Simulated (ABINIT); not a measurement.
# Beyond one shot: SnO2 (Cassiterite), part 2 of 2

How far does self-consistency move the gap of SnO2 (Cassiterite)?

ABINIT 10.8.3; PBE and many-body steps on it, plane waves. Known limits of the many-body steps: not at the basis limit; no spin-orbit coupling; coarse k mesh.

So far. Step 10 (evGW, cycle 1): Against G0W0 in ABINIT (4×4×4 mesh, 81 bands, screening to 106.1 eV, Godby-Needs plasmon pole), the gap moves by +0.634 eV. Step 13 (evGW, cycle 2): Against the cycle before, the gap moves by +0.054 eV.

### Step 14. Screening, 4×4×4 mesh, 81 bands, screening to 106.1 eV

This step: RPA screening on PBE, plane waves, norm-conserving pseudopotentials.

run.abi

```
acell 3*1.0 Angstrom
rprim 
  4.738000000000 0.000000000000 0.000000000000
  0.000000000000 4.738000000000 0.000000000000
  0.000000000000 0.000000000000 3.186500000000
ntypat 2
znucl 50 8
natom 6
typat 1 1 2 2 2 2
xred 
  0.000000000000 0.000000000000 0.000000000000
  0.500000000000 0.500000000000 0.500000000000
  0.307100000000 0.307100000000 0.000000000000
  0.192900000000 0.807100000000 0.500000000000
  0.692900000000 0.692900000000 0.000000000000
  0.807100000000 0.192900000000 0.500000000000
pp_dirpath "pseudos"
pseudos "Sn.upf, O.upf"
ecut 42
ngkpt 4 4 4
nshiftk 1
shiftk 0 0 0
kptopt 1
chksymbreak 0
istwfk *1
occopt 1
irdwfk 1
optdriver 3
nband 81
ecuteps 3.9
inclvkb 2
awtr 1
symchi 1
gwcalctyp 10
mbpt_sciss 3.055 eV
nqptdm 1
qptdm 
  0 0 0
indata_prefix "in"
outdata_prefix "out"
tmpdata_prefix "tmp"
```

Launch:

```console
$ OMP_NUM_THREADS=1 mpirun -n 8 abinit run.abi > log
```

The job ended after 20 s (8 MPI ranks of Arm Neoverse V2, shared host; peak memory 4.1 GiB; 2.6 min of CPU time).

Numbers from this step:

- ε∞ with local fields, on this mesh, along the program's q direction: 3.587
- the same without local fields: 3.712
- plasma frequency: 36.20 eV
- plane waves in the screening matrix: 177

This screening uses the functional's bands under a rigid shift, the mean opening of the cycle before.

### Step 15. Screening, 4×4×4 mesh, 81 bands, screening to 106.1 eV

This step: RPA screening on PBE from quasiparticle energies, plane waves, norm-conserving pseudopotentials.

run.abi, as its differences from that of step 14:

```diff
@@ -33,7 +33,23 @@
 symchi 1
+irdqps 1
 gwcalctyp 10
-mbpt_sciss 3.055 eV
-nqptdm 1
+nqptdm 17
 qptdm 
-  0 0 0
+  0.2500000000 0.0000000000 0.0000000000
+  0.5000000000 0.0000000000 0.0000000000
+  0.2500000000 0.2500000000 0.0000000000
+  0.5000000000 0.2500000000 0.0000000000
+  0.5000000000 0.5000000000 0.0000000000
+  0.0000000000 0.0000000000 0.2500000000
+  0.2500000000 0.0000000000 0.2500000000
+  0.5000000000 0.0000000000 0.2500000000
+  0.2500000000 0.2500000000 0.2500000000
+  0.5000000000 0.2500000000 0.2500000000
+  0.5000000000 0.5000000000 0.2500000000
+  0.0000000000 0.0000000000 0.5000000000
+  0.2500000000 0.0000000000 0.5000000000
+  0.5000000000 0.0000000000 0.5000000000
+  0.2500000000 0.2500000000 0.5000000000
+  0.5000000000 0.2500000000 0.5000000000
+  0.5000000000 0.5000000000 0.5000000000
 indata_prefix "in"
```

mrgscr.stdin

```
2
merged
q0_SCR
out_SCR
1
```

Launch:

```console
$ OMP_NUM_THREADS=1 mpirun -n 8 abinit run.abi > log; mrgscr < mrgscr.stdin
```

Elapsed: 55 s, on 8 MPI ranks; peak memory 3.8 GiB; 7.3 min of CPU time.

This step gave:

```yaml
plasma_frequency: 36.20 eV
plane_waves_in_the_screening_matrix: 177
```

This screening reads the quasiparticle levels of the cycle before.

### Step 16. evGW, cycle 3

This step: evGW on PBE, plane waves, norm-conserving pseudopotentials.

run.abi, as its differences from that of step 15:

```diff
@@ -27,12 +27,10 @@
 irdwfk 1
-optdriver 3
+optdriver 4
 nband 81
-ecuteps 3.9
-inclvkb 2
-awtr 1
-symchi 1
-irdqps 1
 gwcalctyp 10
-nqptdm 17
-qptdm 
+ecutsigx 42
+symsigma 1
+nkptgw 18
+kptgw 
+  0.0000000000 0.0000000000 0.0000000000
   0.2500000000 0.0000000000 0.0000000000
@@ -54,2 +52,25 @@
   0.5000000000 0.5000000000 0.5000000000
+bdgw 
+  23 40
+  23 40
+  23 40
+  23 40
+  23 40
+  23 40
+  23 40
+  23 40
+  23 40
+  23 40
+  23 40
+  23 40
+  23 40
+  23 40
+  23 40
+  23 40
+  23 40
+  23 40
+ecuteps 3.9
+irdscr 1
+ppmodel 1
+irdqps 1
 indata_prefix "in"
```

Launch:

```console
$ OMP_NUM_THREADS=1 mpirun -n 8 abinit run.abi > log
```

It took 3.5 min on 8 MPI ranks; peak memory 6.5 GiB.

Numbers from this step:

```
quasiparticle gap on the mesh                         : 3.483 eV
gap of the density functional on the mesh             : 1.284 eV
k of the valence top                                  : 0, 0, 0
k of the conduction bottom                            : 0, 0, 0
least direct quasiparticle gap on the computed points : 3.483 eV
```

Against the cycle before, the gap moves by +0.005 eV.

### Step 17. The runs together

Times are wall times on 8 MPI ranks of Arm Neoverse V2, shared host, good to a factor of about two. A run's time includes the screening step that it read.

```csv
run,mesh,bands,screening cutoff (eV),DFT gap (eV),gap on the mesh (eV),direct (eV),ε∞ used,time
G0W0,4×4×4,81,106.1,1.284,2.790,2.790,4.54,84 s
"evGW0, cycle 1",4×4×4,81,106.1,1.284,3.082,3.082,4.54,5 min
"evGW0, cycle 2",4×4×4,81,106.1,1.284,3.019,3.019,4.54,5 min
"evGW0, cycle 3",4×4×4,81,106.1,1.284,3.010,3.010,4.54,5 min
"evGW, cycle 1",4×4×4,81,106.1,1.284,3.424,3.424,3.70,4.9 min
"evGW, cycle 2",4×4×4,81,106.1,1.284,3.478,3.478,3.60,4.8 min
"evGW, cycle 3",4×4×4,81,106.1,1.284,3.483,3.483,3.59,4.8 min
```

### Step 18. Summary of results

| Quantity | Value |
| --- | --- |
| G0W0 | 2.790 eV |
| evGW0, cycle 1 | 3.082 eV |
| evGW0, cycle 2 | 3.019 eV |
| evGW0, cycle 3 | 3.010 eV |
| evGW, cycle 1 | 3.424 eV |
| evGW, cycle 2 | 3.478 eV |
| evGW, cycle 3 | 3.483 eV |
| known limits | not at the basis limit; no spin-orbit coupling; coarse k mesh |

**Reading.** Only the bands that the input lists are updated; the others, empty or deep, keep the functional's energies or take a rigid shift. The evGW loop starts from the last levels of evGW0, so its cycles and time come on top of those. evGW0 ends at 3.01 eV, +0.22 eV from G0W0, after 3 cycles that took 11 min beside the first screening; the last moved the gap by 0.009 eV. evGW ends at 3.48 eV, +0.69 eV from G0W0, after 3 cycles that took 14 min beside the first screening; the last moved the gap by 0.005 eV. The first cycle of evGW0 takes the full correction, without the factor Z, so it overshoots the one-shot value. Against experiment, by evGW, cycle 3: the gap of 3.48 eV lies −0.12 eV from the measured 3.6 eV (kind not stated, quoted 2022). These are gaps on the mesh, at modest bands and cutoff. The calculation has static nuclei and no excitons; a measured gap holds zero-point and thermal motion, which mostly lowers it. Bands and cutoff are finite, so the gap is not at the basis limit. The miss can reach some tenths of an eV and take either sign; the mesh is an error of its own. The 4×4×4 mesh is coarse for this cell, which bears on the long-range parts of exchange and screening. In the updated screening the q = 0 part is built from Kohn-Sham bands under a rigid shift, the other q from the quasiparticle levels. The many-body steps are scalar-relativistic: spin-orbit coupling is not in them.

[Paths, hosts, dates, memory and timing lines, banners, echoed tables and standing remarks are left out of the program output.]

[Logs are printed without paths, hosts, clocks, repeated set-up lines and the standing remarks that a program may print on its own settings, such as how far it seeks lower states.]

[Runs of the session that timed out or met a known fault of the program may be left out.]

[Hosts, paths, dates, database ids (printed as entryN), source tags and the programs' standing remarks are cut or masked in the printed files.]

[G0W0 gaps are taken among the corrected bands and points alone; a level outside them can change the order at an edge.]

[Where Ansatz stands beside ABINIT at settings called matched, ABINIT's density can come from a denser mesh and the files from another edition; pairs whose starting gaps differed by over 0.03 eV were left out, so agreement reads better than it is.]
